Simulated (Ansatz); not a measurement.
# Decaying states in the gap of La2SOF2

Aim: relax a made-up compound, La2SOF2, and see how good a tunnel barrier it would be. It is built by putting S for part of the O in the LaOF structure of space group P4/nmm, with the volume rescaled by atomic radii. The parent structure comes from the Materials Project.

Main program and level: Ansatz 0.2.0; PBE DFT, plane waves, PAW files, in the first sound run; inputs show where later runs differ.

The structure was built from a prototype and need not be the compound's stable phase.

## Step 1: The structure

Symmetry: P-4m2, No. 115, tetragonal system. Conventional cell: a = 4.178 Å, b = 4.178 Å, c = 5.970 Å, α = 90.00°, β = 90.00°, γ = 90.00°. La has 2 O at 2.45 Å and 2 S at 2.45 Å and 4 F at 2.69 Å nearest. Nearest to O lie 4 La at 2.45 Å. Nearest to S lie 4 La at 2.45 Å. F has 4 La at 2.69 Å nearest. Nearest to F lie 4 La at 2.69 Å. It derives from LaOF. S for part of the O in the LaOF structure of space group P4/nmm. Farther neighbours and most contacts between anions are not listed.

## Step 2: Cell and atoms at rest

The substituted atoms don't fit the parent's cell, so cell and atoms relax together. A small smearing keeps the run stable in case the gap closes on the way.

Input file input.yaml:

```yaml
crystal:
  lattice:
    - [4.1783942506, 0.0, 0.0]
    - [0.0, 4.1783942506, 0.0]
    - [0.0, 0.0, 5.9698695674]
  atoms:
    - { symbol: La, position: [0.5, 0.0, 0.71570579] }
    - { symbol: La, position: [0.0, 0.5, 0.28429421] }
    - { symbol: O, position: [0.0, 0.0, 0.5] }
    - { symbol: S, position: [0.5, 0.5, 0.5] }
    - { symbol: F, position: [0.5, 0.5, 0.0] }
    - { symbol: F, position: [0.0, 0.0, 0.0] }
kpoints:
  mp_grid: { grid: [6, 6, 4] }
scf:
  occupations: { method: gaussian, width: 0.03 }
hamiltonian:
  xc: pbe
output:
  forces: true
  stress: true
relax:
  f_tol: 0.02
  max_steps: 60
  cell: {}
```

Started as:

```
ansatz run input.yaml --threads 2 --pin off --max-ram 4096MiB --backend cpu --events-out ev --progress --plain --runs-dir out
```

Numbers of over 12 decimals in the logs are rounded to 6 here.

The log of the run:

```text
Engine: ansatz 0.2.0, x86_64-unknown-linux-gnu
Pseudopotentials: kind: paw
Pseudopotential: La, paw, valence charge 11, recommended cutoff 420 eV (normal), La.paw.azcp
Pseudopotential: O, paw, valence charge 6, recommended cutoff 420 eV (normal), O.paw.azcp
Pseudopotential: S, paw, valence charge 6, recommended cutoff 420 eV (normal), S.paw.azcp
Pseudopotential: F, paw, valence charge 7, recommended cutoff 420 eV (normal), F.paw.azcp
Functional definition: PBE
  parameter kappa = 0.804
  parameter beta = 0.066725
  exchange = pbe_x(kappa = kappa, mu = beta*pi^2/3)
  correlation = pbe_c(beta = beta)
Crystal: 6 atoms, lattice volume = 104.228 Å³
Basis set: ecut = 420 eV, 1987 PW (Γ), exchange–correlation on 60×60×80 points (8 copies of the dense FFT grid, shifted against one another)
Bands: 30, of which v1, the nominal top of the filled ones, is band 24 counted from 1 (23 counted from 0)
Symmetry: 8 space group operations
Space group: P-4m2 (ITA 115), of the structure as read, at distance tolerance 4.7e-5 Å
k-points: 30 of 144 (time reversal used)
Non-local potential: La, projectors of the file, l = 0: 3, l = 1: 2, l = 2: 2, l = 3: 3
Non-local potential: O, projectors of the file, l = 0: 2, l = 1: 2, l = 2: 1
Non-local potential: S, projectors of the file, l = 0: 2, l = 1: 2, l = 2: 2
Non-local potential: F, projectors of the file, l = 0: 2, l = 1: 2, l = 2: 1
PAW form: soft (Blöchl's): semilocal exchange-correlation on the pseudo side does not see the compensation charge
PAW one-centre angular grid: La, 590 points (default); XC on 64 Gauss nodes
PAW one-centre angular grid: O, 110 points (default); XC on 64 Gauss nodes
PAW one-centre angular grid: S, 110 points (default); XC on 64 Gauss nodes
PAW one-centre angular grid: F, 110 points (default); XC on 64 Gauss nodes
Initial density: superposition of atomic densities (neutral atoms: chi_scale 0, normalization atom), corrected by the library's trained network
Initial wavefunctions: pseudopotential atomic-orbital guess
Functional: x = pbe(κ = 0.804, μ = 0.219515), c = pbe(β = 0.066725)
SCF iter   1: F=—  HF=-15596.063534 eV  |F-HF|=—  |Δ(HF+E_count)|=         —  Δρ=3.44e-3  dr2=1.14e-2  ethr=1.77e-3  ⟨swp⟩=7.6  Hψ=4631  notcnv=0
preconditioner: auto → Resta (q_TF=auto, 2.398 Å⁻¹)  ε∞=4.6  [insulator: Δε(μ)=3.722 eV  Ē_g=12.788 eV  σ=0.030 eV  W_gap=1.00  n_scr=28 (ndim 8)  ℏωp=24.1 eV  f_vac=0.069  D(μ)=0.00/eV (n_scr^D=0)  ε∞_Penn≈4.6]
SCF iter   2: F=—  HF=-15596.060230 eV  |F-HF|=—  |Δ(HF+E_count)|=   3.30e-3  Δρ=1.70e-3  dr2=2.32e-3  ethr=2.38e-5  ⟨swp⟩=2.9  Hψ=2053  notcnv=0  defer=33
SCF iter   3: F=—  HF=-15596.060636 eV  |F-HF|=—  |Δ(HF+E_count)|=   4.06e-4  Δρ=8.59e-4  dr2=6.77e-4  ethr=4.82e-6  ⟨swp⟩=2.4  Hψ=1453  notcnv=0  defer=33
SCF iter   4: F=—  HF=-15596.060803 eV  |F-HF|=—  |Δ(HF+E_count)|=   1.67e-4  Δρ=2.60e-4  dr2=8.78e-5  ethr=1.41e-6  ⟨swp⟩=2.0  Hψ=1424  notcnv=0  defer=33
SCF iter   5: F=—  HF=-15596.060934 eV  |F-HF|=—  |Δ(HF+E_count)|=   1.32e-4  Δρ=1.74e-4  dr2=2.34e-5  ethr=1.83e-7  ⟨swp⟩=2.0  Hψ=1328  notcnv=0  defer=34
SCF iter   6: F=—  HF=-15596.060933 eV  |F-HF|=—  |Δ(HF+E_count)|=   9.13e-7  Δρ=4.38e-5  dr2=2.32e-6  ethr=4.88e-8  ⟨swp⟩=2.0  Hψ=1517  notcnv=0  defer=34
SCF iter   7: F=—  HF=-15596.060935 eV  |F-HF|=—  |Δ(HF+E_count)|=   1.42e-6  Δρ=1.42e-5  dr2=1.96e-7  ethr=4.84e-9  ⟨swp⟩=2.0  Hψ=1502  notcnv=0  defer=34
SCF iter   8: F=-15596.060935 eV  HF=-15596.060935 eV  |F-HF|=7.99e-9  |Δ(HF+E_count)|=   2.82e-7  Δρ=3.98e-6  dr2=1.35e-8  ethr=2.08e-10  ⟨swp⟩=4.4  Hψ=3198  notcnv=0
SCF 1 converged in 8 iterations: F = -15596.060935 eV  dr2 = 1.35e-8
  greatest PAW one-centre occupation: 0.972 electrons in one spin orbital (limit 2), on the La atom at site 0 (counted from 0), in its partial waves of l = 0
relax step   1: F+E_penalty+E_count = -15596.06093518 eV  Δ(F+E_penalty+E_count) = +0.000e0 eV  max|allowed force component| = 4.176e0 eV/Å  Δτ_max = 0.0000 Å  P = +17.646 GPa  Ω = 104.228 Å³  (8 SCF iters, dr2 threshold 1.00e-7 eV, accepted)
Crystal: 6 atoms, lattice volume = 112.186 Å³
Basis set: ecut = 420 eV, 2173 PW (Γ), exchange–correlation on 60×60×80 points (8 copies of the dense FFT grid, shifted against one another)
Initial density: handed on by an earlier stage of this run
Initial wavefunctions: those handed on with the density
iter 1 solved again at ethr=1.98e-3 eV; its pass at ethr=3.10e-3 eV (dr2=9.48e-1 eV) is discarded
SCF iter   1: F=—  HF=-15597.384358 eV  |F-HF|=—  |Δ(HF+E_count)|=         —  Δρ=2.24e-2  dr2=9.61e-1  ethr=1.98e-3  ⟨swp⟩=1.0  Hψ=7387  notcnv=0
preconditioner: auto → Resta (q_TF=auto, 2.368 Å⁻¹)  ε∞=4.9  [insulator: Δε(μ)=2.414 eV  Ē_g=11.257 eV  σ=0.030 eV  W_gap=1.00  n_scr=28 (ndim 8)  ℏωp=22.2 eV  f_vac=0.079  D(μ)=0.00/eV (n_scr^D=0)  ε∞_Penn≈4.9]
SCF iter   2: F=—  HF=-15597.202376 eV  |F-HF|=—  |Δ(HF+E_count)|=   1.82e-1  Δρ=1.09e-2  dr2=1.77e-1  ethr=1.98e-3  ⟨swp⟩=5.1  Hψ=1981  notcnv=0  defer=1
SCF iter   3: F=—  HF=-15597.172689 eV  |F-HF|=—  |Δ(HF+E_count)|=   2.97e-2  Δρ=7.23e-3  dr2=8.02e-2  ethr=3.69e-4  ⟨swp⟩=4.7  Hψ=2119  notcnv=0  defer=38
SCF iter   4: F=—  HF=-15597.159502 eV  |F-HF|=—  |Δ(HF+E_count)|=   1.32e-2  Δρ=1.82e-3  dr2=5.02e-3  ethr=1.67e-4  ⟨swp⟩=4.6  Hψ=1679  notcnv=0  defer=38
SCF iter   5: F=—  HF=-15597.159207 eV  |F-HF|=—  |Δ(HF+E_count)|=   2.95e-4  Δρ=1.02e-3  dr2=1.15e-3  ethr=1.05e-5  ⟨swp⟩=2.7  Hψ=1924  notcnv=0  defer=38
SCF iter   6: F=—  HF=-15597.159267 eV  |F-HF|=—  |Δ(HF+E_count)|=   6.01e-5  Δρ=3.02e-4  dr2=1.07e-4  ethr=2.39e-6  ⟨swp⟩=2.9  Hψ=1663  notcnv=0  defer=38
SCF iter   7: F=—  HF=-15597.159815 eV  |F-HF|=—  |Δ(HF+E_count)|=   5.49e-4  Δρ=1.04e-4  dr2=1.59e-5  ethr=2.24e-7  ⟨swp⟩=2.0  Hψ=1515  notcnv=0  defer=38
SCF iter   8: F=—  HF=-15597.159847 eV  |F-HF|=—  |Δ(HF+E_count)|=   3.18e-5  Δρ=4.07e-5  dr2=1.54e-6  ethr=3.32e-8  ⟨swp⟩=2.0  Hψ=1449  notcnv=0  defer=38
SCF iter   9: F=—  HF=-15597.159850 eV  |F-HF|=—  |Δ(HF+E_count)|=   2.39e-6  Δρ=3.80e-5  dr2=9.85e-7  ethr=1.25e-9  ⟨swp⟩=5.0  Hψ=3674  notcnv=0
SCF iter  10: F=-15597.159850 eV  HF=-15597.159850 eV  |F-HF|=9.05e-8  |Δ(HF+E_count)|=   2.74e-7  Δρ=4.47e-6  dr2=3.00e-8  ethr=1.25e-9  ⟨swp⟩=3.0  Hψ=3449  notcnv=0
SCF 2 converged in 10 iterations: F = -15597.159850 eV  dr2 = 3.00e-8
  greatest PAW one-centre occupation: 0.972 electrons in one spin orbital (limit 2), on the La atom at site 1 (counted from 0), in its partial waves of l = 0
relax step   2: F+E_penalty+E_count = -15597.15984994 eV  Δ(F+E_penalty+E_count) = -1.099e0 eV  max|allowed force component| = 6.707e-1 eV/Å  Δτ_max = 0.1931 Å  P = +2.925 GPa  Ω = 112.186 Å³  energy of the carried Pulay correction = -1.644e-2 eV  (10 SCF iters, dr2 threshold 6.00e-7 eV, accepted)
Crystal: 6 atoms, lattice volume = 116.968 Å³
Basis set: ecut = 420 eV, 2309 PW (Γ), exchange–correlation on 60×60×80 points (8 copies of the dense FFT grid, shifted against one another)
iter 1 solved again at ethr=9.54e-5 eV; its pass at ethr=3.10e-3 eV (dr2=4.58e-2 eV) is discarded
SCF iter   1: F=—  HF=-15597.218386 eV  |F-HF|=—  |Δ(HF+E_count)|=         —  Δρ=5.72e-3  dr2=4.66e-2  ethr=9.54e-5  ⟨swp⟩=2.0  Hψ=7562  notcnv=0
preconditioner: auto → Resta (q_TF=auto, 2.352 Å⁻¹)  ε∞=4.3  [insulator: Δε(μ)=3.304 eV  Ē_g=12.532 eV  σ=0.030 eV  W_gap=1.00  n_scr=28 (ndim 8)  ℏωp=22.8 eV  f_vac=0.084  D(μ)=0.00/eV (n_scr^D=0)  ε∞_Penn≈4.3]
SCF iter   2: F=—  HF=-15597.209024 eV  |F-HF|=—  |Δ(HF+E_count)|=   9.36e-3  Δρ=3.55e-3  dr2=1.08e-2  ethr=9.54e-5  ⟨swp⟩=4.6  Hψ=1962  notcnv=0  defer=1
SCF iter   3: F=—  HF=-15597.207891 eV  |F-HF|=—  |Δ(HF+E_count)|=   1.13e-3  Δρ=1.53e-3  dr2=3.89e-3  ethr=2.25e-5  ⟨swp⟩=2.1  Hψ=1384  notcnv=0
SCF iter   4: F=—  HF=-15597.208180 eV  |F-HF|=—  |Δ(HF+E_count)|=   2.89e-4  Δρ=9.13e-4  dr2=1.11e-3  ethr=8.10e-6  ⟨swp⟩=2.1  Hψ=1427  notcnv=0
SCF iter   5: F=—  HF=-15597.208137 eV  |F-HF|=—  |Δ(HF+E_count)|=   4.26e-5  Δρ=3.78e-4  dr2=1.78e-4  ethr=2.31e-6  ⟨swp⟩=2.0  Hψ=1572  notcnv=0
SCF iter   6: F=—  HF=-15597.208662 eV  |F-HF|=—  |Δ(HF+E_count)|=   5.25e-4  Δρ=8.10e-5  dr2=1.20e-5  ethr=3.71e-7  ⟨swp⟩=2.0  Hψ=1583  notcnv=0
SCF iter   7: F=—  HF=-15597.208686 eV  |F-HF|=—  |Δ(HF+E_count)|=   2.41e-5  Δρ=2.93e-5  dr2=1.03e-6  ethr=2.51e-8  ⟨swp⟩=2.0  Hψ=1512  notcnv=0
SCF iter   8: F=-15597.208688 eV  HF=-15597.208688 eV  |F-HF|=2.00e-8  |Δ(HF+E_count)|=   2.07e-6  Δρ=1.98e-5  dr2=3.06e-7  ethr=1.25e-9  ⟨swp⟩=5.0  Hψ=3673  notcnv=0
SCF 3 converged in 8 iterations: F = -15597.208688 eV  dr2 = 3.06e-7
relax step   3: F+E_penalty+E_count = -15597.20868819 eV  Δ(F+E_penalty+E_count) = -4.884e-2 eV  max|allowed force component| = 1.780e-1 eV/Å  Δτ_max = 0.0580 Å  P = -0.270 GPa  Ω = 116.968 Å³  energy of the carried Pulay correction = -2.576e-2 eV  (8 SCF iters, dr2 threshold 6.00e-7 eV, accepted)
[...]
relax step   4: F+E_penalty+E_count = -15597.22488060 eV  Δ(F+E_penalty+E_count) = -1.619e-2 eV  max|allowed force component| = 2.768e-2 eV/Å  Δτ_max = 0.0067 Å  P = -0.285 GPa  Ω = 116.951 Å³  energy of the carried Pulay correction = -2.572e-2 eV  (6 SCF iters, dr2 threshold 6.00e-7 eV, accepted)
[...]
relax step   5: F+E_penalty+E_count = -15597.22668572 eV  Δ(F+E_penalty+E_count) = -1.805e-3 eV  max|allowed force component| = 5.498e-3 eV/Å  Δτ_max = 0.0038 Å  P = +0.017 GPa  Ω = 116.478 Å³  energy of the carried Pulay correction = -2.482e-2 eV  (6 SCF iters, dr2 threshold 6.00e-7 eV, accepted)
[...]
relax step   6: F+E_penalty+E_count = -15597.27797193 eV  Δ(F+E_penalty+E_count) = -5.129e-2 eV  max|allowed force component| = 6.849e-3 eV/Å  Δτ_max = 0.0000 Å  P = +0.777 GPa  Ω = 116.478 Å³  stress off target by 8.75e-1 GPa  SCF on the basis re-selected at this cell (its energy is not comparable with the rows above)  (9 SCF iters)
[...]
relax step   7: F+E_penalty+E_count = -15597.27890575 eV  Δ(F+E_penalty+E_count) = -9.338e-4 eV  max|allowed force component| = 1.955e-2 eV/Å  Δτ_max = 0.0047 Å  P = +0.142 GPa  Ω = 117.467 Å³  energy of the carried Pulay correction = -1.990e-3 eV  (7 SCF iters, dr2 threshold 6.00e-7 eV, accepted)
[...]
relax step   8: F+E_penalty+E_count = -15597.27861383 eV  Δ(F+E_penalty+E_count) = +2.919e-4 eV  max|allowed force component| = 4.193e-3 eV/Å  Δτ_max = 0.0008 Å  P = -0.004 GPa  Ω = 117.650 Å³  energy of the carried Pulay correction = -2.376e-3 eV  (6 SCF iters, dr2 threshold 5.87e-8 eV, accepted)
iter 1 solved again at ethr=2.03e-7 eV; its pass at ethr=3.10e-3 eV (dr2=9.76e-5 eV) is discarded
SCF iter   1: F=—  HF=-15597.280798 eV  |F-HF|=—  |Δ(HF+E_count)|=         —  Δρ=8.07e-5  dr2=1.05e-6  ethr=2.03e-7  ⟨swp⟩=6.2  Hψ=7508  notcnv=0
preconditioner: auto → Resta (q_TF=auto, 2.350 Å⁻¹)  ε∞=4.4  [insulator: Δε(μ)=3.174 eV  Ē_g=12.398 eV  σ=0.030 eV  W_gap=1.00  n_scr=28 (ndim 8)  ℏωp=22.7 eV  f_vac=0.075  D(μ)=0.00/eV (n_scr^D=0)  ε∞_Penn≈4.4]
SCF iter   2: F=—  HF=-15597.280961 eV  |F-HF|=—  |Δ(HF+E_count)|=   1.63e-4  Δρ=3.75e-5  dr2=4.33e-7  ethr=2.19e-9  ⟨swp⟩=2.0  Hψ=1562  notcnv=0
SCF iter   3: F=—  HF=-15597.280967 eV  |F-HF|=—  |Δ(HF+E_count)|=   6.27e-6  Δρ=1.92e-5  dr2=8.52e-8  ethr=9.02e-10  ⟨swp⟩=2.0  Hψ=1257  notcnv=0
SCF iter   4: F=—  HF=-15597.280969 eV  |F-HF|=—  |Δ(HF+E_count)|=   1.70e-6  Δρ=6.32e-6  dr2=3.65e-8  ethr=1.77e-10  ⟨swp⟩=2.0  Hψ=1548  notcnv=0
SCF iter   5: F=—  HF=-15597.280969 eV  |F-HF|=—  |Δ(HF+E_count)|=  8.55e-11  Δρ=7.67e-7  dr2=1.34e-9  ethr=7.60e-11  ⟨swp⟩=2.3  Hψ=1382  notcnv=0
SCF iter   6: F=—  HF=-15597.280969 eV  |F-HF|=—  |Δ(HF+E_count)|=   4.31e-9  Δρ=3.42e-7  dr2=1.82e-10  ethr=2.80e-12  ⟨swp⟩=2.0  Hψ=1587  notcnv=0
SCF iter   7: F=-15597.280969 eV  HF=-15597.280969 eV  |F-HF|=1.82e-11  |Δ(HF+E_count)|=  4.18e-10  Δρ=7.95e-8  dr2=9.29e-12  ethr=1.00e-12  ⟨swp⟩=5.0  Hψ=3329  notcnv=0
SCF 9 converged in 7 iterations: F = -15597.280969 eV  dr2 = 9.29e-12
relax step   9: F+E_penalty+E_count = -15597.28096913 eV  Δ(F+E_penalty+E_count) = -2.355e-3 eV  max|allowed force component| = 4.341e-3 eV/Å  Δτ_max = 0.0000 Å  P = +0.006 GPa  Ω = 117.650 Å³  stress off target by 1.01e-2 GPa  SCF on the basis re-selected at this cell (its energy is not comparable with the rows above)  (7 SCF iters)
basis re-selected at this cell: Δ(F+E_penalty+E_count) = -2.355e-3 eV, ΔP = +0.011 GPa vs the last step (what re-selecting the basis moved, of the pressure what is left beyond the Pulay correction that the steps carried, after the strain that the cell walked since its last selection, with what the two solves' SCF thresholds leave and, on support functions, any second-order correction that the steps lacked; it is no m [...]
SCF converged after 7 iterations
Free energy (F): -15597.280969 eV
Harris-Foulkes:  -15597.280969 eV  (|F-HF|=1.82e-11)
Internal energy: -15597.280969 eV  (E = F + TS)
E sigma→0 (E₀):  -15597.280969 eV
Fermi energy:    9.284227 eV
--- Per-component energies (eV) ---
  E_band       = -145.429968
  E_kinetic    = 1078.264636
  E_local      = -2414.498547  (includes V_loc(G=0)·N_el)
  E_nonlocal   = 416.523202
  E_hartree    = 879.648016
  E_xc         = -611.421864
  E_vxc        = -683.910014  (∫ρ·V_xc dr)
  E_paw        = -11993.202862  (= ΣΔE_a)
  E_vpaw       = -301.111824  (= ΣTr[D̂ρ^β])
  E_aug_tail   = 0.006478  (compensation charges beyond the density's cutoff)
  E_ewald      = -2952.600028
  E_smearing   = -0.000000  (= −TS)
  E_closure    = -0.000000  (closes the sum)
  Σ components = -15597.280969   (vs F -15597.280969, Δ=0.00e0)
--- Forces (eV/Å), atoms counted from 1 ---
  atom   1  La     0.00000000    -0.00000000    -0.00434106
  atom   2  La     0.00000000    -0.00000000     0.00434106
  atom   3  O     -0.00000000     0.00000000    -0.00000000
  atom   4  S      0.00000000    -0.00000000     0.00000000
  atom   5  F      0.00000000    -0.00000000     0.00000000
  atom   6  F      0.00000000    -0.00000000     0.00000000
  max |Σ_I F_I| component: 7.16e-18 eV/Å
--- Stress (GPa, compression-positive) ---
        0.010141      -0.000000       0.000000
       -0.000000       0.010141       0.000000
        0.000000       0.000000      -0.001488
  P = ⅓ Tr σ = 0.0063 GPa (0.063 kbar)
--- Relaxed structure (7 steps of the walk, 7 accepted, 2 SCFs on fresh bases) ---
  F+E_penalty+E_count = -15597.28096913 eV   max|allowed force component| = 4.341e-3 eV/Å   (the final SCF, on the basis selected at the relaxed cell)
  cell:  # Å, volume = 117.6500 Å³
    - [4.383187, 0, 0]
    - [0, 4.383187, 0.0]
    - [0, 0.0, 6.123669]
  atoms:
    - { symbol: La, position: [0.5, 0, 0.739432] }
    - { symbol: La, position: [0, 0.5, 0.260568] }
    - { symbol: O, position: [0, 0.0, 0.500000] }
    - { symbol: S, position: [0.5, 0.5, 0.500000] }
    - { symbol: F, position: [0.5, 0.5, -1.9371986343439373e-19] }
    - { symbol: F, position: [0, 0, -1.9371986343439373e-19] }
```

It took 26 s on 2 threads of AMD EPYC 9R14 (Zen 4), shared host; peak memory 0.49 GiB; 51 s of CPU time.

Relaxation path:

```csv
step,energy less that of the first step (eV),largest force component (eV/Å),pressure (GPa),volume (Å³)
1,0.0000,4.1762,17.65,104.23
2,-1.0989,0.6707,2.93,112.19
3,-1.1478,0.1780,-0.27,116.97
4,-1.1639,0.0277,-0.29,116.95
5,-1.1658,0.0055,0.02,116.48
6*,-1.2170,0.0068,0.78,116.48
7,-1.2180,0.0195,0.14,117.47
8,-1.2177,0.0042,0.00,117.65
9*,-1.2200,0.0043,0.01,117.65
```

Relaxation steps marked * repeat the geometry before them on a plane-wave basis chosen anew for their cell, so energy and pressure can jump there.

The run keeps the 8 symmetry operations that it works with, so distortions that break them were not tested.

| conventional cell, symmetrised | before | after | change |
| --- | --- | --- | --- |
| a (Å) | 4.178 | 4.383 | +4.9 % |
| b (Å) | 4.178 | 4.383 | +4.9 % |
| c (Å) | 5.970 | 6.124 | +2.6 % |
| volume (Å³/atom) | 17.37 | 19.61 | +12.9 % |

The atoms that moved most (Å, as changes of fractional coordinates times the final cell):

```
atom     dx     dy      dz  length
 La1  0.000  0.000   0.145   0.145
 La2  0.000  0.000  -0.145   0.145
```

The relaxed structure:

```cif
data_structure
_symmetry_space_group_name_H-M 'P 1'
_symmetry_Int_Tables_number 1
_cell_length_a 4.3832
_cell_length_b 4.3832
_cell_length_c 6.1237
_cell_angle_alpha 90.000
_cell_angle_beta 90.000
_cell_angle_gamma 90.000
_cell_volume 117.65
loop_
_atom_site_label
_atom_site_type_symbol
_atom_site_fract_x
_atom_site_fract_y
_atom_site_fract_z
_atom_site_occupancy
La1 La 0.50000 0.00000 0.73943 1
La2 La 0.00000 0.50000 0.26057 1
O3 O 0.00000 0.00000 0.50000 1
S4 S 0.50000 0.50000 0.50000 1
F5 F 0.50000 0.50000 0.00000 1
F6 F 0.00000 0.00000 0.00000 1
```

Numbers from this step:

* free energy: -15597.2810 eV
* Fermi energy: 9.284 eV
* pressure: 0.006265 GPa

The largest force component on a free atom ends at 0.0043 eV/Å.

## Step 3: Band edges

The energy window and the wavevectors of the next steps follow from the band edges, so these are searched first, off the mesh as well.

Input file input.yaml:

```yaml
crystal:
  lattice:
    - [4.3831873975, 0.0, 0.0]
    - [0.0, 4.3831873975, 0.0]
    - [0.0, 0.0, 6.1236691345]
  atoms:
    - { symbol: La, position: [0.5, 0.0, 0.7394317368] }
    - { symbol: La, position: [0.0, 0.5, 0.2605682632] }
    - { symbol: O, position: [0.0, 0.0, 0.5] }
    - { symbol: S, position: [0.5, 0.5, 0.5] }
    - { symbol: F, position: [0.5, 0.5, 0.0] }
    - { symbol: F, position: [0.0, 0.0, 0.0] }
kpoints:
  mp_grid: { grid: [6, 6, 4] }
  band_path: { path: [VBM, CBM], npoints: 30 }
scf:
  occupations: { method: fixed }
hamiltonian:
  xc: pbe
output:
  eigenvalues: true
  write_potential: true
  write_density: true
  volumetric_format: npy
```

The log of the run:

```text
[...]
Crystal: 6 atoms, lattice volume = 117.650 Å³
Basis set: ecut = 420 eV, 2325 PW (Γ)
Bands: 30, of which v1, the nominal top of the filled ones, is band 24 counted from 1 (23 counted from 0)
Symmetry: 8 space group operations
[...]
k-points: 30 of 144 (time reversal used)
[...]
SCF iter   1: F=—  HF=-15597.282297 eV  |F-HF|=—  |Δ(HF+E_count)|=         —  Δρ=3.49e-3  dr2=2.03e-2  ethr=1.77e-3  ⟨swp⟩=5.9  Hψ=3746  notcnv=0  defer=70
[...]
SCF iter   8: F=-15597.281097 eV  HF=-15597.281097 eV  |F-HF|=2.87e-8  |Δ(HF+E_count)|=   5.01e-7  Δρ=9.70e-6  dr2=7.03e-8  ethr=2.08e-10  ⟨swp⟩=15.2  Hψ=4525  notcnv=0
SCF 1 converged in 8 iterations: F = -15597.281097 eV  dr2 = 7.03e-8
[...]
NSCF: frozen V_eff on 40 k-points
[...]
SCF converged after 8 iterations
Free energy (F): -15597.281097 eV
[...]
Internal energy: -15597.281097 eV  (E = F + TS)
E sigma→0 (E₀):  -15597.281097 eV
Fermi energy:    7.697195 eV
[...]
--- Band table (eV; the first three rows and the last of 30) ---
  k-point 0: bands = [... 20 lower, 5.8851, 6.5985, 7.5357, 7.5357, 11.0896, 11.1508, 11.2883, 11.3049, ... 2 higher]
  k-point 1: bands = [... 20 lower, 5.5643, 6.3887, 7.5778, 7.5778, 11.0940, 11.1187, 11.3241, 11.3241, ... 2 higher]
  k-point 2: bands = [... 20 lower, 5.5587, 6.1794, 7.6182, 7.6182, 11.0994, 11.1707, 11.3267, 11.3502, ... 2 higher]
  k-point 29: bands = [... 20 lower, 6.7164, 7.0743, 7.5164, 7.5164, 10.8859, 10.8859, 11.1577, 11.2466, ... 2 higher]
```

It took 15 s on 2 threads; peak memory 0.45 GiB.

Reading the cycles: dr2 is the Hartree energy of the density residual (eV), the measure of convergence; HF is the Harris–Foulkes estimate of the energy, which meets the free energy F at convergence.

This step gave:

```yaml
free_energy: -15597.2811 eV
fermi_energy: 7.697 eV
gap_on_the_k_mesh: 3.174 eV
gap_on_path: 3.125 eV, by band count; negative where bands overlap
direct_gap_on_path: 3.191 eV
edge_places_on_path: 0, 1.054 1/A along the path
```

Electronic bands along the path, in eV, zero at the Fermi level (highest filled level under fixed occupations); # counts the bands kept:

```csv
point,#8,#9,#10,#11,#12,#13,#14,#15
VBM,-1.90,-1.66,-1.09,-1.09,0.03,3.32,3.38,3.55
halfway,-1.96,-1.25,-0.93,-0.77,0.00,3.23,3.43,3.54
CBM,-2.24,-1.26,-0.76,-0.50,-0.06,3.15,3.25,3.49
```

The searched edges give 3.13 eV, under the 3.17 eV of the mesh, which misses an edge.

(Part 1 of 3 ends here.)

[Logs are printed without paths, hosts, clocks, repeated set-up lines and the standing remarks that a program may print on its own settings, such as how far it seeks lower states.]

[Hosts, paths, dates, database ids (printed as entryN), source tags and the programs' standing remarks are cut or masked in the printed files.]
